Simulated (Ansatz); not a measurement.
# A hypothetical structure for Hf2Pt

Starting from a made-up structure for Hf2Pt, the aim is the relaxed cell, its shortest contacts and, where a second run follows, its electronic structure.

Calculated with Ansatz 0.2.0; DFT, PBEsol, plane-wave PAW, files of the set soft_1, scalar-relativistic, no spin, cell and ions relaxed at zero pressure; PAW set soft_1, in the first sound run; inputs show where later runs differ.

### 1. Set-up

Symmetry: Fm-3m, No. 225, cubic system. The conventional cell has a = 6.193 Å, b = 6.193 Å, c = 6.193 Å, α = 90.00°, β = 90.00°, γ = 90.00°. Nearest to Pt lie 8 Hf at 2.68 Å. Nearest to Hf lie 4 Pt at 2.68 Å. Farther neighbours are not listed.

### 2. Relaxation of the guess

The guessed cell has no reason to be at equilibrium. It is relaxed with the atoms, within the space group of the guess.

input.yaml reads:

```yaml
crystal:
  lattice:
    - [0.0, 3.0965, 3.0965]
    - [3.0965, 0.0, 3.0965]
    - [3.0965, 3.0965, 0.0]
  atoms:
    - { symbol: Pt, position: [0.0, 0.0, 0.0] }
    - { symbol: Hf, position: [0.75, 0.75, 0.75] }
    - { symbol: Hf, position: [0.25, 0.25, 0.25] }
kpoints:
  mp_grid: { grid: [8, 8, 8] }
scf:
  occupations: { method: fermi_dirac, width: 0.05 }
hamiltonian:
  xc: pbesol
  pseudopotentials: { kind: paw, azcp: { folder: soft_1 }, xc_functional: pbe }
relax:
  f_tol: 0.015
  max_steps: 70
  cell: {}
output:
  forces: true
  stress: true
```

On the command line:

```console
> ansatz run input.yaml --threads 4 --pin off --max-ram 8192MiB --backend cpu --events-out ev --progress --plain --runs-dir out
```

Numbers of over 12 decimals in the logs are rounded to 6 here.

The program printed:

```text
Engine: ansatz 0.2.0, aarch64-unknown-linux-gnu
Pseudopotentials: kind: paw
Pseudopotential: Pt, paw, valence charge 18, recommended cutoff 420 eV (normal), soft_1/Pt.paw.azcp
Pseudopotential: Hf, paw, valence charge 26, recommended cutoff 420 eV (normal), soft_1/Hf.paw.azcp
Functional definition: PBEsol
  exchange = pbesol_x
  correlation = pbesol_c
Crystal: 3 atoms, lattice volume = 59.380 Å³
Basis set: ecut = 420 eV, 1211 PW (Γ), exchange–correlation on 60×60×60 points (8 copies of the dense FFT grid, shifted against one another)
Bands: 42, of which v1, the nominal top of the filled ones, is band 35 counted from 1 (34 counted from 0)
Symmetry: 48 space group operations
Space group: Fm-3m (ITA 225), of the structure as read, at distance tolerance 3.9e-5 Å
k-points: 29 of 512
Non-local potential: Pt, projectors of the file, l = 0: 3, l = 1: 2, l = 2: 2, l = 3: 1
Non-local potential: Hf, projectors of the file, l = 0: 3, l = 1: 2, l = 2: 2, l = 3: 3
PAW form: soft (Blöchl's): semilocal exchange-correlation on the pseudo side does not see the compensation charge
PAW frozen core: Pt, regenerated for the run's functional, and the local potential with it (the file was generated under x = pbe(κ = 0.804, μ = 0.219515), c = pbe(β = 0.066725))
PAW frozen core: Hf, regenerated for the run's functional, and the local potential with it (the file was generated under x = pbe(κ = 0.804, μ = 0.219515), c = pbe(β = 0.066725))
PAW one-centre angular grid: Pt, 590 points (default); XC on 64 Gauss nodes
PAW one-centre angular grid: Hf, 590 points (default); XC on 64 Gauss nodes
Initial density: superposition of atomic densities (chi_scale 0.1, normalization cell, long waves kept (reshape's long-wave potential 0.00 eV rms))
Initial wavefunctions: pseudopotential atomic-orbital guess
Functional: x = pbesol(κ = 0.804, μ = 0.123457), c = pbesol(β = 0.046)
SCF iter   1: F=—  HF=-43596.419691 eV  |F-HF|=—  |Δ(HF+E_count)|=         —  Δρ=2.78e-1  dr2=8.34e1  ethr=3.10e-3  ⟨swp⟩=5.1  Hψ=3778  notcnv=0  defer=1
preconditioner: auto → Kerker (q_TF=auto, 2.804 Å⁻¹)  [metal: Δε(μ)=0.108 eV  Ē_g=17.125 eV  σ=0.050 eV  W_gap=0.40  n_scr=14 (ndim 8)  ℏωp=36.7 eV  f_vac=0.007  D(μ)=2.13/eV (n_scr^D=14)]
SCF iter   2: F=—  HF=-43587.667020 eV  |F-HF|=—  |Δ(HF+E_count)|=    8.75e0  Δρ=1.46e-1  dr2=2.35e1  ethr=3.10e-3  ⟨swp⟩=3.0  Hψ=2702  notcnv=0  defer=29
SCF iter   3: F=—  HF=-43584.421245 eV  |F-HF|=—  |Δ(HF+E_count)|=    3.25e0  Δρ=2.55e-2  dr2=5.22e-1  ethr=3.10e-3  ⟨swp⟩=3.4  Hψ=2749  notcnv=0  defer=23
SCF iter   4: F=—  HF=-43584.250474 eV  |F-HF|=—  |Δ(HF+E_count)|=   1.71e-1  Δρ=1.61e-2  dr2=1.39e-1  ethr=7.46e-4  ⟨swp⟩=2.8  Hψ=2475  notcnv=0  defer=16
SCF iter   5: F=—  HF=-43584.201445 eV  |F-HF|=—  |Δ(HF+E_count)|=   4.90e-2  Δρ=4.48e-3  dr2=5.25e-3  ethr=1.99e-4  ⟨swp⟩=2.3  Hψ=2359  notcnv=0  defer=16
SCF iter   6: F=—  HF=-43584.201704 eV  |F-HF|=—  |Δ(HF+E_count)|=   2.59e-4  Δρ=1.64e-3  dr2=1.85e-3  ethr=7.49e-6  ⟨swp⟩=2.1  Hψ=2285  notcnv=0  defer=16
SCF iter   7: F=—  HF=-43584.201021 eV  |F-HF|=—  |Δ(HF+E_count)|=   6.83e-4  Δρ=3.06e-4  dr2=6.42e-5  ethr=2.65e-6  ⟨swp⟩=2.0  Hψ=1897  notcnv=0  defer=16
SCF iter   8: F=—  HF=-43584.201017 eV  |F-HF|=—  |Δ(HF+E_count)|=   4.48e-6  Δρ=1.52e-4  dr2=1.78e-5  ethr=9.17e-8  ⟨swp⟩=2.1  Hψ=1750  notcnv=0  defer=16
SCF iter   9: F=—  HF=-43584.201011 eV  |F-HF|=—  |Δ(HF+E_count)|=   5.43e-6  Δρ=1.44e-5  dr2=7.36e-8  ethr=1.43e-10  ⟨swp⟩=4.5  Hψ=6463  notcnv=0
SCF iter  10: F=-43584.201011 eV  HF=-43584.201011 eV  |F-HF|=7.06e-10  |Δ(HF+E_count)|=   4.63e-8  Δρ=4.77e-6  dr2=1.14e-8  ethr=1.05e-10  ⟨swp⟩=4.7  Hψ=4669  notcnv=0
SCF 1 converged in 10 iterations: F = -43584.201011 eV  dr2 = 1.14e-8
  greatest PAW one-centre occupation: 1.000 electrons in one spin orbital (limit 2), on the Pt atom at site 0 (counted from 0), in its partial waves of l = 0
relax step   1: F+E_penalty+E_count = -43584.20101132 eV  Δ(F+E_penalty+E_count) = +0.000e0 eV  max|allowed force component| = 1.291e-17 eV/Å  Δτ_max = 0.0000 Å  P = +16.302 GPa  Ω = 59.380 Å³  (10 SCF iters, dr2 threshold 1.00e-7 eV, accepted)
Crystal: 3 atoms, lattice volume = 68.495 Å³
Basis set: ecut = 420 eV, 1363 PW (Γ), exchange–correlation on 60×60×60 points (8 copies of the dense FFT grid, shifted against one another)
Initial density: handed on by an earlier stage of this run
Initial wavefunctions: those handed on with the density
iter 1 solved again at ethr=2.41e-3 eV; its pass at ethr=3.10e-3 eV (dr2=1.69e0 eV) is discarded
SCF iter   1: F=—  HF=-43584.700586 eV  |F-HF|=—  |Δ(HF+E_count)|=         —  Δρ=3.40e-2  dr2=1.70e0  ethr=2.41e-3  ⟨swp⟩=1.2  Hψ=6555  notcnv=0
preconditioner: auto → LDOS  [metal: Δε(μ)=0.014 eV  Ē_g=15.572 eV  σ=0.050 eV  W_gap=0.07  n_scr=26 (ndim 8)  ℏωp=34.2 eV  f_vac=0.051  D(μ)=3.69/eV (n_scr^D=26)  β→1.0]
SCF iter   2: F=—  HF=-43584.402611 eV  |F-HF|=—  |Δ(HF+E_count)|=   2.98e-1  Δρ=1.27e-2  dr2=8.59e-2  ethr=2.41e-3  ⟨swp⟩=2.3  Hψ=1793  notcnv=0
SCF iter   3: F=—  HF=-43584.396749 eV  |F-HF|=—  |Δ(HF+E_count)|=   5.86e-3  Δρ=4.20e-3  dr2=1.85e-2  ethr=1.23e-4  ⟨swp⟩=2.2  Hψ=2352  notcnv=0  defer=12
SCF iter   4: F=—  HF=-43584.393963 eV  |F-HF|=—  |Δ(HF+E_count)|=   2.79e-3  Δρ=9.57e-4  dr2=1.12e-3  ethr=2.65e-5  ⟨swp⟩=2.5  Hψ=2094  notcnv=0  defer=12
SCF iter   5: F=—  HF=-43584.393832 eV  |F-HF|=—  |Δ(HF+E_count)|=   1.31e-4  Δρ=3.45e-4  dr2=8.00e-5  ethr=1.60e-6  ⟨swp⟩=2.0  Hψ=2134  notcnv=0  defer=12
SCF iter   6: F=—  HF=-43584.393748 eV  |F-HF|=—  |Δ(HF+E_count)|=   8.40e-5  Δρ=9.71e-5  dr2=6.32e-6  ethr=1.14e-7  ⟨swp⟩=2.0  Hψ=2246  notcnv=0  defer=12
SCF iter   7: F=—  HF=-43584.393750 eV  |F-HF|=—  |Δ(HF+E_count)|=   1.47e-6  Δρ=4.31e-5  dr2=1.81e-6  ethr=9.03e-9  ⟨swp⟩=2.0  Hψ=1974  notcnv=0  defer=12
SCF iter   8: F=-43584.393750 eV  HF=-43584.393750 eV  |F-HF|=9.60e-10  |Δ(HF+E_count)|=   1.27e-7  Δρ=1.18e-5  dr2=1.38e-7  ethr=4.29e-10  ⟨swp⟩=4.2  Hψ=5811  notcnv=0
SCF 2 converged in 8 iterations: F = -43584.393750 eV  dr2 = 1.38e-7
relax step   2: F+E_penalty+E_count = -43584.39374950 eV  Δ(F+E_penalty+E_count) = -1.927e-1 eV  max|allowed force component| = 2.814e-17 eV/Å  Δτ_max = 0.0000 Å  P = -6.620 GPa  Ω = 68.495 Å³  energy of the carried Pulay correction = -4.039e-3 eV  (8 SCF iters, dr2 threshold 3.00e-7 eV, accepted)
Crystal: 3 atoms, lattice volume = 65.588 Å³
Basis set: ecut = 420 eV, 1243 PW (Γ), exchange–correlation on 60×60×60 points (8 copies of the dense FFT grid, shifted against one another)
iter 1 solved again at ethr=2.14e-4 eV; its pass at ethr=3.10e-3 eV (dr2=1.50e-1 eV) is discarded
SCF iter   1: F=—  HF=-43584.492481 eV  |F-HF|=—  |Δ(HF+E_count)|=         —  Δρ=1.05e-2  dr2=1.50e-1  ethr=2.14e-4  ⟨swp⟩=2.0  Hψ=5957  notcnv=0
preconditioner: auto → LDOS  [metal: Δε(μ)=0.039 eV  Ē_g=15.729 eV  σ=0.050 eV  W_gap=0.19  n_scr=14 (ndim 8)  ℏωp=34.9 eV  f_vac=0.036  D(μ)=3.00/eV (n_scr^D=26)  β→1.0]
SCF iter   2: F=—  HF=-43584.467411 eV  |F-HF|=—  |Δ(HF+E_count)|=   2.51e-2  Δρ=3.53e-3  dr2=5.46e-3  ethr=2.14e-4  ⟨swp⟩=2.2  Hψ=1791  notcnv=0
SCF iter   3: F=—  HF=-43584.466742 eV  |F-HF|=—  |Δ(HF+E_count)|=   6.69e-4  Δρ=1.22e-3  dr2=1.03e-3  ethr=7.80e-6  ⟨swp⟩=2.1  Hψ=2319  notcnv=0
SCF iter   4: F=—  HF=-43584.466353 eV  |F-HF|=—  |Δ(HF+E_count)|=   3.89e-4  Δρ=5.45e-4  dr2=2.50e-4  ethr=1.47e-6  ⟨swp⟩=2.0  Hψ=2187  notcnv=0
SCF iter   5: F=—  HF=-43584.466232 eV  |F-HF|=—  |Δ(HF+E_count)|=   1.21e-4  Δρ=1.01e-4  dr2=1.04e-5  ethr=3.57e-7  ⟨swp⟩=2.0  Hψ=2186  notcnv=0
SCF iter   6: F=—  HF=-43584.466231 eV  |F-HF|=—  |Δ(HF+E_count)|=   1.05e-6  Δρ=4.10e-5  dr2=1.82e-6  ethr=1.49e-8  ⟨swp⟩=2.0  Hψ=2033  notcnv=0
SCF iter   7: F=-43584.466231 eV  HF=-43584.466231 eV  |F-HF|=8.61e-9  |Δ(HF+E_count)|=   8.59e-8  Δρ=9.29e-6  dr2=7.17e-8  ethr=4.29e-10  ⟨swp⟩=4.3  Hψ=5557  notcnv=0
SCF 3 converged in 7 iterations: F = -43584.466231 eV  dr2 = 7.17e-8
relax step   3: F+E_penalty+E_count = -43584.46623112 eV  Δ(F+E_penalty+E_count) = -7.248e-2 eV  max|allowed force component| = 4.626e-17 eV/Å  Δτ_max = 0.0000 Å  P = -1.025 GPa  Ω = 65.588 Å³  energy of the carried Pulay correction = -2.815e-3 eV  (7 SCF iters, dr2 threshold 3.00e-7 eV, accepted)
Crystal: 3 atoms, lattice volume = 65.082 Å³
iter 1 solved again at ethr=6.31e-6 eV; its pass at ethr=3.10e-3 eV (dr2=4.42e-3 eV) is discarded
SCF iter   1: F=—  HF=-43584.468744 eV  |F-HF|=—  |Δ(HF+E_count)|=         —  Δρ=1.84e-3  dr2=4.59e-3  ethr=6.31e-6  ⟨swp⟩=2.0  Hψ=5050  notcnv=0
preconditioner: auto → LDOS  [metal: Δε(μ)=0.036 eV  Ē_g=15.711 eV  σ=0.050 eV  W_gap=0.17  n_scr=14 (ndim 8)  ℏωp=35.1 eV  f_vac=0.036  D(μ)=3.28/eV (n_scr^D=26)  β→1.0]
SCF iter   2: F=—  HF=-43584.467957 eV  |F-HF|=—  |Δ(HF+E_count)|=   7.87e-4  Δρ=5.28e-4  dr2=9.19e-5  ethr=6.31e-6  ⟨swp⟩=2.0  Hψ=1476  notcnv=0
SCF iter   3: F=—  HF=-43584.467954 eV  |F-HF|=—  |Δ(HF+E_count)|=   2.66e-6  Δρ=1.98e-4  dr2=3.66e-5  ethr=1.31e-7  ⟨swp⟩=2.0  Hψ=2229  notcnv=0
SCF iter   4: F=—  HF=-43584.467947 eV  |F-HF|=—  |Δ(HF+E_count)|=   7.04e-6  Δρ=7.30e-5  dr2=5.22e-6  ethr=5.22e-8  ⟨swp⟩=2.0  Hψ=1926  notcnv=0
SCF iter   5: F=—  HF=-43584.467946 eV  |F-HF|=—  |Δ(HF+E_count)|=   1.26e-6  Δρ=2.22e-5  dr2=5.24e-7  ethr=7.46e-9  ⟨swp⟩=2.0  Hψ=2182  notcnv=0
SCF iter   6: F=-43584.467946 eV  HF=-43584.467946 eV  |F-HF|=2.93e-8  |Δ(HF+E_count)|=   1.69e-7  Δρ=8.48e-6  dr2=8.28e-8  ethr=4.29e-10  ⟨swp⟩=5.0  Hψ=5053  notcnv=0
SCF 4 converged in 6 iterations: F = -43584.467946 eV  dr2 = 8.28e-8
relax step   4: F+E_penalty+E_count = -43584.46794597 eV  Δ(F+E_penalty+E_count) = -1.715e-3 eV  max|allowed force component| = 2.756e-17 eV/Å  Δτ_max = 0.0000 Å  P = +0.086 GPa  Ω = 65.082 Å³  energy of the carried Pulay correction = -2.596e-3 eV  (6 SCF iters, dr2 threshold 3.00e-7 eV, accepted)
Crystal: 3 atoms, lattice volume = 65.120 Å³
iter 1 solved again at ethr=3.21e-8 eV; its pass at ethr=3.10e-3 eV (dr2=2.25e-5 eV) is discarded
SCF iter   1: F=—  HF=-43584.467957 eV  |F-HF|=—  |Δ(HF+E_count)|=         —  Δρ=1.34e-4  dr2=2.39e-5  ethr=3.21e-8  ⟨swp⟩=2.1  Hψ=4870  notcnv=0
preconditioner: auto → LDOS  [metal: Δε(μ)=0.033 eV  Ē_g=15.705 eV  σ=0.050 eV  W_gap=0.16  n_scr=14 (ndim 8)  ℏωp=35.0 eV  f_vac=0.036  D(μ)=3.38/eV (n_scr^D=26)  β→1.0]
SCF iter   2: F=—  HF=-43584.467944 eV  |F-HF|=—  |Δ(HF+E_count)|=   1.38e-5  Δρ=3.87e-5  dr2=4.70e-7  ethr=3.21e-8  ⟨swp⟩=2.0  Hψ=1476  notcnv=0
SCF iter   3: F=—  HF=-43584.467940 eV  |F-HF|=—  |Δ(HF+E_count)|=   3.52e-6  Δρ=1.42e-5  dr2=1.75e-7  ethr=2.61e-11  ⟨swp⟩=5.9  Hψ=5873  notcnv=0
SCF iter   4: F=—  HF=-43584.467940 eV  |F-HF|=—  |Δ(HF+E_count)|=   2.90e-8  Δρ=4.24e-6  dr2=1.97e-8  ethr=2.50e-10  ⟨swp⟩=2.0  Hψ=1834  notcnv=0
SCF iter   5: F=-43584.467940 eV  HF=-43584.467940 eV  |F-HF|=3.44e-9  |Δ(HF+E_count)|=   2.14e-9  Δρ=1.49e-6  dr2=1.94e-9  ethr=2.61e-11  ⟨swp⟩=4.1  Hψ=4390  notcnv=0
SCF 5 converged in 5 iterations: F = -43584.467940 eV  dr2 = 1.94e-9
relax step   5: F+E_penalty+E_count = -43584.46793998 eV  Δ(F+E_penalty+E_count) = +5.995e-6 eV  max|allowed force component| = 2.853e-17 eV/Å  Δτ_max = 0.0000 Å  P = +0.002 GPa  Ω = 65.120 Å³  energy of the carried Pulay correction = -2.612e-3 eV  (5 SCF iters, dr2 threshold 1.83e-8 eV, accepted)
Basis set: ecut = 420 eV, 1243 PW (Γ), exchange–correlation on 64×64×64 points (8 copies of the dense FFT grid, shifted against one another)
Initial wavefunctions: pseudopotential atomic-orbital guess (no wavefunctions were taken with the density)
iter 1 solved again at ethr=5.68e-8 eV; its pass at ethr=3.10e-3 eV (dr2=3.98e-5 eV) is discarded
SCF iter   1: F=—  HF=-43584.469884 eV  |F-HF|=—  |Δ(HF+E_count)|=         —  Δρ=8.65e-4  dr2=1.41e-5  ethr=5.68e-8  ⟨swp⟩=4.3  Hψ=8238  notcnv=0
preconditioner: auto → LDOS  [metal: Δε(μ)=0.034 eV  Ē_g=15.705 eV  σ=0.050 eV  W_gap=0.16  n_scr=14 (ndim 8)  ℏωp=35.0 eV  f_vac=0.035  D(μ)=3.37/eV (n_scr^D=26)  β→1.0]
SCF iter   2: F=—  HF=-43584.470390 eV  |F-HF|=—  |Δ(HF+E_count)|=   5.05e-4  Δρ=1.52e-4  dr2=9.31e-6  ethr=2.01e-8  ⟨swp⟩=3.0  Hψ=2472  notcnv=0
SCF iter   3: F=—  HF=-43584.470384 eV  |F-HF|=—  |Δ(HF+E_count)|=   5.16e-6  Δρ=5.83e-5  dr2=1.84e-6  ethr=1.33e-8  ⟨swp⟩=3.0  Hψ=2419  notcnv=0
SCF iter   4: F=—  HF=-43584.470377 eV  |F-HF|=—  |Δ(HF+E_count)|=   7.14e-6  Δρ=9.18e-6  dr2=7.40e-8  ethr=2.64e-9  ⟨swp⟩=2.0  Hψ=2206  notcnv=0
SCF iter   5: F=—  HF=-43584.470377 eV  |F-HF|=—  |Δ(HF+E_count)|=   3.83e-8  Δρ=2.86e-6  dr2=1.01e-8  ethr=1.06e-10  ⟨swp⟩=2.1  Hψ=2219  notcnv=0
SCF iter   6: F=—  HF=-43584.470377 eV  |F-HF|=—  |Δ(HF+E_count)|=  9.02e-10  Δρ=1.20e-6  dr2=1.22e-9  ethr=1.44e-11  ⟨swp⟩=2.1  Hψ=1753  notcnv=0
SCF iter   7: F=-43584.470377 eV  HF=-43584.470377 eV  |F-HF|=7.28e-12  |Δ(HF+E_count)|=  6.55e-11  Δρ=2.10e-7  dr2=2.17e-11  ethr=1.00e-12  ⟨swp⟩=7.0  Hψ=7781  notcnv=0
SCF 6 converged in 7 iterations: F = -43584.470377 eV  dr2 = 2.17e-11
relax step   6: F+E_penalty+E_count = -43584.47037728 eV  Δ(F+E_penalty+E_count) = -2.437e-3 eV  max|allowed force component| = 2.255e-17 eV/Å  Δτ_max = 0.0000 Å  P = -0.007 GPa  Ω = 65.120 Å³  stress off target by 7.19e-3 GPa  SCF on the basis re-selected at this cell (its energy is not comparable with the rows above)  (7 SCF iters)
basis re-selected at this cell: Δ(F+E_penalty+E_count) = -2.437e-3 eV, ΔP = -0.009 GPa vs the last step (what re-selecting the basis moved, of the pressure what is left beyond the Pulay correction that the steps carried, after the strain that the cell walked since its last selection, with what the two solves' SCF thresholds leave and, on support functions, any second-order correction that the steps lacked; it is no measure of the basis error at this ecutwfc). The dense FFT grid was sized anew with the basis: this SCF ran on 32×32×32 points, the steps before it on 30×30×30, so part of this shift can come from that change (see relax.cell in the input reference). [rest of the remark cut]
SCF converged after 7 iterations
Free energy (F): -43584.470377 eV
Harris-Foulkes:  -43584.470377 eV  (|F-HF|=7.28e-12)
Internal energy: -43584.443063 eV  (E = F + TS)
E sigma→0 (E₀):  -43584.456720 eV
Entropy (-TS):   -0.027314 eV (-9.105 meV/atom)
Fermi energy:    17.829865 eV
--- Per-component energies (eV) ---
  E_band       = -306.493821
  E_kinetic    = 1412.655895
  E_local      = -15292.409174  (includes V_loc(G=0)·N_el)
  E_nonlocal   = 336.049408
  E_hartree    = 7231.016127
  E_xc         = -760.597467
  E_vxc        = -780.570647  (∫ρ·V_xc dr)
  E_paw        = -24497.625798  (= ΣΔE_a)
  E_vpaw       = -444.252573  (= ΣTr[D̂ρ^β])
  E_aug_tail   = 0.001404  (compensation charges beyond the density's cutoff)
  E_ewald      = -12016.322601
  E_core_change = 2.789144  (= ΣΔE_core)
  E_smearing   = -0.027314  (= −TS)
  E_closure    = 0.000000  (closes the sum)
  Σ components = -43584.470377   (vs F -43584.470377, Δ=0.00e0)
--- Forces (eV/Å), atoms counted from 1 ---
  atom   1  Pt     0.00000000     0.00000000    -0.00000000
  atom   2  Hf     0.00000000    -0.00000000     0.00000000
  atom   3  Hf    -0.00000000     0.00000000    -0.00000000
  max |Σ_I F_I| component: 2.31e-17 eV/Å
--- Stress (GPa, compression-positive) ---
       -0.007185      -0.000000      -0.000000
       -0.000000      -0.007185      -0.000000
       -0.000000      -0.000000      -0.007185
  P = ⅓ Tr σ = -0.0072 GPa (-0.072 kbar)
--- Relaxed structure (5 steps of the walk, 5 accepted, 1 SCFs on fresh bases) ---
  F+E_penalty+E_count = -43584.47037728 eV   max|allowed force component| = 2.255e-17 eV/Å   (the final SCF, on the basis selected at the relaxed cell)
  cell:  # Å, volume = 65.1197 Å³
    - [0, 3.193209, 3.193209]
    - [3.193209, 0, 3.193209]
    - [3.193209, 3.193209, 0]
  atoms:
    - { symbol: Pt, position: [0, 0, 0] }
    - { symbol: Hf, position: [0.750000, 0.750000, 0.750000] }
    - { symbol: Hf, position: [0.250000, 0.250000, 0.250000] }
```

Run time: 7.4 s. Hardware: 4 threads of Arm Neoverse V1, shared host; peak memory 0.41 GiB.

The steps of the relaxation:

```csv
step,energy less that of the first step (eV),largest force component (eV/Å),pressure (GPa),volume (Å³)
1,0.0000,0.0000,16.30,59.38
2,-0.1927,0.0000,-6.62,68.50
3,-0.2652,0.0000,-1.03,65.59
4,-0.2669,0.0000,0.09,65.08
5,-0.2669,0.0000,0.00,65.12
6*,-0.2694,0.0000,-0.01,65.12
```

Relaxation steps marked * repeat the geometry before them on a plane-wave basis chosen anew for their cell, so energy and pressure can jump there.

Forces are held to the 48 operations that the run works with; a distortion that breaks them can't arise in this run.

```csv
"conventional cell, symmetrised",before,after,change
a (Å),6.193,6.386,+3.1 %
b (Å),6.193,6.386,+3.1 %
c (Å),6.193,6.386,+3.1 %
volume (Å³/atom),19.79,21.71,+9.7 %
```

Final coordinates:

```cif
data_structure
_symmetry_space_group_name_H-M 'P 1'
_symmetry_Int_Tables_number 1
_cell_length_a 4.5159
_cell_length_b 4.5159
_cell_length_c 4.5159
_cell_angle_alpha 60.000
_cell_angle_beta 60.000
_cell_angle_gamma 60.000
_cell_volume 65.12
loop_
_atom_site_label
_atom_site_type_symbol
_atom_site_fract_x
_atom_site_fract_y
_atom_site_fract_z
_atom_site_occupancy
Pt1 Pt 0.00000 0.00000 0.00000 1
Hf2 Hf 0.75000 0.75000 0.75000 1
Hf3 Hf 0.25000 0.25000 0.25000 1
```

Numbers from this step:

```yaml
free_energy: -43584.4704 eV
energy_at_zero_smearing: -43584.4567 eV
smearing_term_ts: 0.02731 eV
fermi_energy: 17.83 eV
electrons: 70
symmetry_operations: 48
pressure: -0.007185 GPa
```

Shortest distances by pair of elements, guess and relaxed (not always the same contact):

```csv
pair,guess (Å),relaxed (Å)
Hf–Pt,2.682,2.765
Hf–Hf,3.096,3.193
Pt–Pt,4.379,4.516
```

The relaxation ends with a pressure of -0.01 GPa.

(Part 1 of 2 ends here.)

[Logs are printed without paths, hosts, clocks, repeated set-up lines and the standing remarks that a program may print on its own settings, such as how far it seeks lower states.]

[Hosts, paths, dates, database ids (printed as entryN), source tags and the programs' standing remarks are cut or masked in the printed files.]
